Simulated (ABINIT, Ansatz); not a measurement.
# Al2O3 (Corundum): G0W0 on several meshes in ABINIT, part 2 of 2

Aim: the GW shift of Al2O3 (Corundum) against the k mesh.

ABINIT 10.8.3; PBE and many-body steps on it, plane waves. Known limits of the many-body steps: not at the basis limit; coarse k mesh.

So far. Step 4 (2×2×2): The gap on the mesh goes from 6.27 eV to 8.38 eV, a correction of +2.11 eV. Step 5 (Empty states on the mesh, 4×4×4 mesh, 88 bands): On this mesh the gap is 6.266 eV.

## (6) Screening, 4×4×4 mesh, 80 bands, screening to 114.3 eV

This step: RPA screening on PBE, plane waves, norm-conserving pseudopotentials.

Contents of run.abi:

```
acell 3*1.0 Angstrom
rprim 
  2.380249999995 1.374237978213 4.331866666707
  -2.380249999995 1.374237978213 4.331866666707
  -0.000000000000 -2.748475956495 4.331866666685
ntypat 2
znucl 13 8
natom 10
typat 1 1 1 1 2 2 2 2 2 2
xred 
  0.352160000000 0.352160000000 0.352160000000
  0.147840000000 0.147840000000 0.147840000000
  0.647840000000 0.647840000000 0.647840000000
  0.852160000000 0.852160000000 0.852160000000
  0.556680000000 0.943320000000 0.250000000000
  0.250000000000 0.556680000000 0.943320000000
  0.943320000000 0.250000000000 0.556680000000
  0.443320000000 0.056680000000 0.750000000000
  0.750000000000 0.443320000000 0.056680000000
  0.056680000000 0.750000000000 0.443320000000
pp_dirpath "pseudos"
pseudos "Al.upf, O.upf"
ecut 36
ngkpt 4 4 4
nshiftk 1
shiftk 0 0 0
kptopt 1
chksymbreak 0
istwfk *1
occopt 1
irdwfk 1
optdriver 3
nband 80
ecuteps 4.2
inclvkb 2
awtr 1
symchi 1
indata_prefix "in"
outdata_prefix "out"
tmpdata_prefix "tmp"
```

Launch:

```sh
$ OMP_NUM_THREADS=1 mpirun -n 4 abinit run.abi > log
```

Numbers of over 12 decimals in the logs are rounded to 6 here.

What it wrote:

```text
.Version 10.8.3 of ABINIT. v10.8.2 released Aug 2026.

 Symmetries : space group R-3 c (#167); Bravais hR (rhombohedral)
[... echo of the input left out ...]
== DATASET  1 ==================================================================
-   mpi_nproc: 4, omp_nthreads: 1 (-1 if OMP is not activated)

--- !DatasetInfo
iteration_state: {dtset: 1, }
dimensions: {natom: 10, nkpt: 13, mband: 80, nsppol: 1, nspinor: 1, nspden: 1, mpw: 5940, }
cutoff_energies: {ecut:  36.0, pawecutdg:  -1.0, }
electrons: {nelect:   4.80000000E+01, charge:   0.00000000E+00, occopt:   1.00000000E+00, tsmear:   1.00000000E-02, }

 SCREENING: Calculation of the susceptibility and dielectric matrices

 Based on a program developped by R.W. Godby, V. Olevano, G. Onida, and L. Reining.
 Incorporated in ABINIT by V. Olevano, G.-M. Rignanese, and M. Torrent.
.Using double precision arithmetic ; gwpc =  8

[... cell and pseudopotentials left out ...]
--------------------------------------------------------------------------------

 ==== K-mesh for the wavefunctions ====
 Number of points in the irreducible wedge :    13
[... list of points left out ...]
 Together with 12 symmetry operations and time-reversal symmetry
 yields    64 points in the full Brillouin Zone.

 ==== Q-mesh for the screening function ====
 Number of points in the irreducible wedge :    13
[... list of points left out ...]
 Together with 12 symmetry operations and time-reversal symmetry
 yields    64 points in the full Brillouin Zone.

 setmesh: FFT mesh size selected  =    36x   36x   36
          total number of points  =        46656

 vcoul_init : cutoff-mode = AUXILIARY_FUNCTION
 q-points for optical limit:   1
     1)      0.000010    0.000020    0.000030

- screening: taking advantage of time-reversal symmetry
- Maximum band index for partially occupied states nbvw = 24
- Remaining bands to be divided among processors   nbcw = 56
- Number of bands treated by each node ~14

 Number of electrons calculated from density =   48.0000; Expected =   48.0000
 average of density, n =  0.083663
 r_s =    1.4184
 omega_plasma =   27.9012 [eV]

 calculating chi0 at frequencies [eV] :
  1    0.000000E+00    0.000000E+00
  2    0.000000E+00    2.790117E+01

--------------------------------------------------------------------------------
  q-point number  1        q = ( 0.000000, 0.000000, 0.000000) [r.l.u.]
--------------------------------------------------------------------------------
[... chi0 elements left out ...]
 For q-point:  0.000010 0.000020 0.000030
  dielectric constant =   3.0241
  dielectric constant without local fields =   3.2108

  Average fulfillment of the sum rule on Im[epsilon] for q-point    1 :     38.74  [%]
[... wings left out ...]
  q-point number  2        q = ( 0.250000, 0.000000, 0.000000) [r.l.u.]
--------------------------------------------------------------------------------
[... chi0 elements left out ...]
  Average fulfillment of the sum rule on Im[epsilon] for q-point    2 :     54.04  [%]

 [... 11 further q-points ...]
```

Elapsed: 2.2 min, on 4 MPI ranks of Arm Neoverse V2, shared host; peak memory 2.1 GiB.

This step gave:

| Item | Value |
| --- | --- |
| ε∞ with local fields, on this mesh, along the program's q direction | 3.024 |
| the same without local fields | 3.211 |
| plasma frequency | 27.90 eV |
| plane waves in the screening matrix | 235 |

## (7) 4×4×4

This step: G0W0 on PBE, plane waves, norm-conserving pseudopotentials.

Edit run.abi of step 6 so:

```diff
@@ -31,8 +31,15 @@
 irdwfk 1
-optdriver 3
+optdriver 4
 nband 80
+gwcalctyp 0
+ecutsigx 36
+symsigma 1
+nkptgw 1
+kptgw 
+  0.0000000000 0.0000000000 0.0000000000
+bdgw 
+  22 26
 ecuteps 4.2
-inclvkb 2
-awtr 1
-symchi 1
+irdscr 1
+ppmodel 1
 indata_prefix "in"
```

What it wrote:

```text
.Version 10.8.3 of ABINIT. v10.8.2 released Aug 2026.

 Symmetries : space group R-3 c (#167); Bravais hR (rhombohedral)
[... echo of the input left out ...]
== DATASET  1 ==================================================================
-   mpi_nproc: 4, omp_nthreads: 1 (-1 if OMP is not activated)

--- !DatasetInfo
iteration_state: {dtset: 1, }
dimensions: {natom: 10, nkpt: 13, mband: 80, nsppol: 1, nspinor: 1, nspden: 1, mpw: 5940, }
cutoff_energies: {ecut:  36.0, pawecutdg:  -1.0, }
electrons: {nelect:   4.80000000E+01, charge:   0.00000000E+00, occopt:   1.00000000E+00, tsmear:   1.00000000E-02, }

 SIGMA: Calculation of the GW corrections

 Based on a program developped by R.W. Godby, V. Olevano, G. Onida, and L. Reining.
 Incorporated in ABINIT by V. Olevano, G.-M. Rignanese, and M. Torrent.
.Using double precision arithmetic ; gwpc =  8

[... cell and pseudopotentials left out ...]
--------------------------------------------------------------------------------

 ==== K-mesh for the wavefunctions ====
 Number of points in the irreducible wedge :    13
[... list of points left out ...]
 Together with 12 symmetry operations and time-reversal symmetry
 yields    64 points in the full Brillouin Zone.

 ==== Q-mesh for screening function ====
 Number of points in the irreducible wedge :    13
[... list of points left out ...]
 Together with 12 symmetry operations and time-reversal symmetry
 yields    64 points in the full Brillouin Zone.

 vcoul_init : cutoff-mode = AUXILIARY_FUNCTION
 q-points for optical limit:   1
     1)      0.000010    0.000020    0.000030
 setmesh: FFT mesh size selected  =    54x   54x   54
          total number of points  =       157464

 Number of electrons calculated from density =   48.0000; Expected =   48.0000
[...]
number of q-points in IBZ                          13
 number of symmetry operations                      12
 number of k-points in BZ                           64
 number of q-points in BZ                           64
 number of frequencies for dSigma/dE                 9
 frequency step for dSigma/dE [eV]                0.25
 number of omega for Sigma on real axis              0
 max omega for Sigma on real axis  [eV]           0.00
 zcut for avoiding poles [eV]                     0.10

 EPSILON^-1 parameters (SCR file):
 dimension of the eps^-1 matrix on file            235
 dimension of the eps^-1 matrix used               235
 number of plane-waves for wavefunctions          5879
 number of bands                                    80
 number of q-points in IBZ                          13
 number of frequencies                               2
 number of real frequencies                          1
 number of imag frequencies                          1

 matrix elements of self-energy operator (all in [eV])

 Perturbative Calculation

--- !SelfEnergy_ee
iteration_state: {dtset: 1, }
kpoint     : [   0.000,    0.000,    0.000, ]
spin       : 1
KS_gap     :    6.266
QP_gap     :    8.495
Delta_QP_KS:    2.228
data: !SigmaeeData |
     Band     E0 <VxcDFT>   SigX SigC(E0)      Z dSigC/dE  Sig(E)    E-E0       E
       22   5.137 -20.467 -25.963   4.643   0.819  -0.221 -21.166  -0.698   4.439
       23   5.137 -20.467 -25.963   4.643   0.819  -0.221 -21.166  -0.698   4.439
       24   5.182 -20.398 -25.833   4.607   0.820  -0.219 -21.077  -0.679   4.502
       25  11.448 -13.779  -8.892  -3.080   0.857  -0.166 -12.230   1.549  12.997
       26  14.369 -11.423  -6.101  -3.451   0.864  -0.157  -9.806   1.618  15.987

== END DATASET(S) ==============================================================
================================================================================

 -outvars: echo values of variables after computation  --------
           etotal      0.0000000000E+00
            nband          80
             nkpt          13
          spgroup         167
 [... the other variables as echoed above ...]

 Calculation completed.
```

Wall time 6.3 s (4 MPI ranks); peak memory 1.4 GiB.

This step gave:

```yaml
g0w0_gap_on_the_points_computed: 8.495 eV
starting_gap_on_the_mesh: 6.266 eV
k_of_the_valence_top: 0, 0, 0
k_of_the_conduction_bottom: 0, 0, 0
z_at_the_valence_top: 0.82
z_at_the_conduction_bottom: 0.857
least_direct_g0w0_gap_on_the_computed_points: 8.495 eV
```

Against G0W0 in ABINIT (2×2×2 mesh, 80 bands, screening to 114.3 eV, Godby-Needs plasmon pole), the gap moves by +0.116 eV.

## (8) Side by side

Times are wall times on 4 MPI ranks of Arm Neoverse V2, shared host, good to a factor of about two. A run's time includes the screening step that it read.

```tsv
run	mesh	bands	screening cutoff (eV)	DFT gap (eV)	gap on the mesh (eV)	direct (eV)	ε∞ used	time
2×2×2	2×2×2	80	114.3	6.266	8.379	8.379	3.10	18 s
4×4×4	4×4×4	80	114.3	6.266	8.495	8.495	3.02	2.3 min
```

## (9) Results

```json
{"2×2×2": "8.379 eV", "4×4×4": "8.495 eV", "known limits": "not at the basis limit; coarse k mesh"}
```

**Reading.** 4×4×4: +0.116 eV against 2×2×2. Bands and cutoff are finite, so the gap is not at the basis limit. The miss can reach some tenths of an eV and take either sign; the mesh is an error of its own. In the first G0W0 run levels were corrected at 1 k point alone, so a gap called «on the mesh» is the least over those, and an edge elsewhere would be missed. The 2×2×2 mesh is coarse for this cell, which bears on the long-range parts of exchange and screening.

[Paths, hosts, dates, memory and timing lines, banners, echoed tables and standing remarks are left out of the program output.]

[Logs are printed without paths, hosts, clocks, repeated set-up lines and the standing remarks that a program may print on its own settings, such as how far it seeks lower states.]

[Runs of the session that timed out or met a known fault of the program may be left out.]

[No measured gap is set beside runs whose start may be inverted or whose files or cutoffs have a known fault.]

[Hosts, paths, dates, database ids (printed as entryN), source tags and the programs' standing remarks are cut or masked in the printed files.]

[G0W0 gaps are taken among the corrected bands and points alone; a level outside them can change the order at an edge.]

[Where Ansatz stands beside ABINIT at settings called matched, ABINIT's density can come from a denser mesh and the files from another edition; pairs whose starting gaps differed by over 0.03 eV were left out, so agreement reads better than it is.]
